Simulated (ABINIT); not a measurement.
# LiH (Fm-3m): G0W0 in ABINIT against the screening cutoff in the self-energy, part 2 of 2

Aim: move the screening cutoff in the self-energy of a G0W0 run on LiH (Fm-3m) over a wide range.

ABINIT 10.8.3; PBE and many-body steps on it, plane waves. Known limits of the many-body steps: not at the basis limit.

So far. Step 2 (Screening, 8×8×8 mesh, 308 bands, screening to 435.4 eV): Local fields lower ε∞ by 9 %. Step 5 (5.6 Ha): The gap on the mesh goes from 3.02 eV to 4.89 eV, a correction of +1.87 eV.

The database entry behind the starting cell differs from later determinations by our own check (the deuteride, about 0.2 % short), so it need not match the best structure at ambient conditions.

### Step 6. 8 Ha

Level of this step: G0W0 on PBE, plane waves, norm-conserving pseudopotentials (ABINIT).

File run.abi:

```
acell 3*1.0 Angstrom
rprim 
  -0.000000000000 2.036750000000 2.036750000000
  2.036750000000 -0.000000000000 2.036750000000
  2.036750000000 2.036750000000 -0.000000000000
ntypat 2
znucl 3 1
natom 2
typat 1 2
xred 
  0.000000000000 0.000000000000 0.000000000000
  0.500000000000 0.500000000000 0.500000000000
pp_dirpath "pseudos"
pseudos "Li.upf, H.upf"
ecut 33
ngkpt 8 8 8
nshiftk 1
shiftk 0 0 0
kptopt 1
chksymbreak 0
istwfk *1
occopt 1
irdwfk 1
optdriver 4
nband 308
gwcalctyp 0
ecutsigx 33
symsigma 1
nkptgw 2
kptgw 
  0.5000000000 0.5000000000 0.0000000000
  0.0000000000 0.0000000000 0.0000000000
bdgw 
  1 5
  1 6
ecuteps 8
irdscr 1
ppmodel 1
indata_prefix "in"
outdata_prefix "out"
tmpdata_prefix "tmp"
```

Command:

```console
OMP_NUM_THREADS=1 mpirun -n 4 abinit run.abi > log
```

The program printed:

```text
.Version 10.8.3 of ABINIT. v10.8.2 released Aug 2026.

 Symmetries : space group Fm -3 m (#225); Bravais cF (face-center cubic)
[... echo of the input left out ...]
== DATASET  1 ==================================================================
-   mpi_nproc: 4, omp_nthreads: 1 (-1 if OMP is not activated)

--- !DatasetInfo
iteration_state: {dtset: 1, }
dimensions: {natom: 2, nkpt: 29, mband: 308, nsppol: 1, nspinor: 1, nspden: 1, mpw: 1056, }
cutoff_energies: {ecut:  33.0, pawecutdg:  -1.0, }
[...]
Band     E0 <VxcDFT>   SigX SigC(E0)      Z dSigC/dE  Sig(E)    E-E0       E
[...]
5  17.057  -8.964  -2.438  -5.462   0.718  -0.392  -8.200   0.764  17.821
        6  17.057  -8.964  -2.438  -5.462   0.718  -0.392  -8.200   0.764  17.821

== END DATASET(S) ==============================================================
================================================================================

 -outvars: echo values of variables after computation  --------
           etotal      0.0000000000E+00
            nband         308
             nkpt          29
          spgroup         225
 [... the other variables as echoed above ...]

 Calculation completed.
```

The job ended after 38 s (4 MPI ranks of AMD EPYC 7R43, shared host; peak memory 2.5 GiB; 2.5 min of CPU time).

Numbers from this step:

- G0W0 gap on the points computed: 4.963 eV
- starting gap on the mesh: 3.022 eV
- k of the valence top: 0.5, 0.5, 0
- k of the conduction bottom: 0.5, 0.5, 0
- least direct G0W0 gap on the computed points: 4.963 eV

Against the run before, the gap moves by +0.073 eV.

### Step 7. 12 Ha

run.abi: that of step 6 with these lines changed.

```diff
@@ -35,3 +35,3 @@
   1 6
-ecuteps 8
+ecuteps 12
 irdscr 1
```

The program printed:

```text
.Version 10.8.3 of ABINIT. v10.8.2 released Aug 2026.

 Symmetries : space group Fm -3 m (#225); Bravais cF (face-center cubic)
[... echo of the input left out ...]
== DATASET  1 ==================================================================
-   mpi_nproc: 4, omp_nthreads: 1 (-1 if OMP is not activated)

--- !DatasetInfo
iteration_state: {dtset: 1, }
dimensions: {natom: 2, nkpt: 29, mband: 308, nsppol: 1, nspinor: 1, nspden: 1, mpw: 1056, }
cutoff_energies: {ecut:  33.0, pawecutdg:  -1.0, }
[...]
Band     E0 <VxcDFT>   SigX SigC(E0)      Z dSigC/dE  Sig(E)    E-E0       E
[...]
5  17.057  -8.964  -2.438  -5.463   0.718  -0.392  -8.201   0.763  17.820
        6  17.057  -8.964  -2.438  -5.463   0.718  -0.392  -8.201   0.763  17.820

== END DATASET(S) ==============================================================
================================================================================

 -outvars: echo values of variables after computation  --------
           etotal      0.0000000000E+00
            nband         308
             nkpt          29
          spgroup         225
 [... the other variables as echoed above ...]

 Calculation completed.
```

The job ended after 1.9 min (4 MPI ranks; peak memory 2.9 GiB; 7.4 min of CPU time).

Numbers from this step:

```yaml
g0w0_gap_on_the_points_computed: 4.993 eV
starting_gap_on_the_mesh: 3.022 eV
k_of_the_valence_top: 0.5, 0.5, 0
k_of_the_conduction_bottom: 0.5, 0.5, 0
least_direct_g0w0_gap_on_the_computed_points: 4.993 eV
```

Against the run before, the gap moves by +0.030 eV.

### Step 8. 16 Ha

run.abi: that of step 7 with these lines changed.

```diff
@@ -35,3 +35,3 @@
   1 6
-ecuteps 12
+ecuteps 16
 irdscr 1
```

The program printed:

```text
.Version 10.8.3 of ABINIT. v10.8.2 released Aug 2026.

 Symmetries : space group Fm -3 m (#225); Bravais cF (face-center cubic)
[... echo of the input left out ...]
== DATASET  1 ==================================================================
-   mpi_nproc: 4, omp_nthreads: 1 (-1 if OMP is not activated)

--- !DatasetInfo
iteration_state: {dtset: 1, }
dimensions: {natom: 2, nkpt: 29, mband: 308, nsppol: 1, nspinor: 1, nspden: 1, mpw: 1056, }
cutoff_energies: {ecut:  33.0, pawecutdg:  -1.0, }
[...]
Band     E0 <VxcDFT>   SigX SigC(E0)      Z dSigC/dE  Sig(E)    E-E0       E
[...]
5  17.057  -8.964  -2.438  -5.461   0.718  -0.392  -8.199   0.765  17.822
        6  17.057  -8.964  -2.438  -5.461   0.718  -0.392  -8.199   0.765  17.822

== END DATASET(S) ==============================================================
================================================================================

 -outvars: echo values of variables after computation  --------
           etotal      0.0000000000E+00
            nband         308
             nkpt          29
          spgroup         225
 [... the other variables as echoed above ...]

 Calculation completed.
```

The job ended after 3.1 min (4 MPI ranks; peak memory 3.2 GiB; 12 min of CPU time).

This step gave:

```
G0W0 gap on the points computed              : 4.999 eV
starting gap on the mesh                     : 3.022 eV
k of the valence top                         : 0.5, 0.5, 0
k of the conduction bottom                   : 0.5, 0.5, 0
least direct G0W0 gap on the computed points : 4.999 eV
```

Against the run before, the gap moves by +0.006 eV.

### Step 9. The runs together

Times are wall times on 4 MPI ranks of AMD EPYC 7R43, shared host, good to a factor of about two. A run's time includes the screening step that it read.

```tsv
run	mesh	bands	screening cutoff (eV)	DFT gap (eV)	gap on the mesh (eV)	direct (eV)	ε∞ used	time
1.6 Ha	8×8×8	308	43.5	3.022	4.677	4.677	4.01	5.3 min
3.2 Ha	8×8×8	308	87.1	3.022	4.745	4.745	4.01	5.3 min
5.6 Ha	8×8×8	308	152.4	3.022	4.890	4.890	4.01	5.4 min
8 Ha	8×8×8	308	217.7	3.022	4.963	4.963	4.01	5.9 min
12 Ha	8×8×8	308	326.5	3.022	4.993	4.993	4.01	7.1 min
16 Ha	8×8×8	308	435.4	3.022	4.999	4.999	4.01	8.3 min
```

### Step 10. Results

| Property | Result |
| --- | --- |
| 1.6 Ha | 4.677 eV |
| 3.2 Ha | 4.745 eV |
| 5.6 Ha | 4.890 eV |
| 8 Ha | 4.963 eV |
| 12 Ha | 4.993 eV |
| 16 Ha | 4.999 eV |
| known limits | not at the basis limit |

The setting moved: screening cutoff in the self-energy. From 1.6 Ha to 16 Ha the gap moves by +0.32 eV. It holds to 0.03 eV from 12 Ha on. Bands and screening cutoff are coupled, so a series along one setting does not show full convergence. Bands and cutoff are finite, so the gap is not at the basis limit. The miss can reach some tenths of an eV and take either sign; the mesh is an error of its own. In the first G0W0 run levels were corrected at 2 k points alone, so a gap called «on the mesh» is the least over those, and an edge elsewhere would be missed.

[Paths, hosts, dates, memory and timing lines, banners, echoed tables and standing remarks are left out of the program output.]

[Logs are printed without paths, hosts, clocks, repeated set-up lines and the standing remarks that a program may print on its own settings, such as how far it seeks lower states.]

[Runs of the session that timed out or met a known fault of the program may be left out.]

[No measured gap is set beside runs whose start may be inverted or whose files or cutoffs have a known fault.]

[Hosts, paths, dates, database ids (printed as entryN), source tags and the programs' standing remarks are cut or masked in the printed files.]

[G0W0 gaps are taken among the corrected bands and points alone; a level outside them can change the order at an edge.]

[Where Ansatz stands beside ABINIT at settings called matched, ABINIT's density can come from a denser mesh and the files from another edition; pairs whose starting gaps differed by over 0.03 eV were left out, so agreement reads better than it is.]
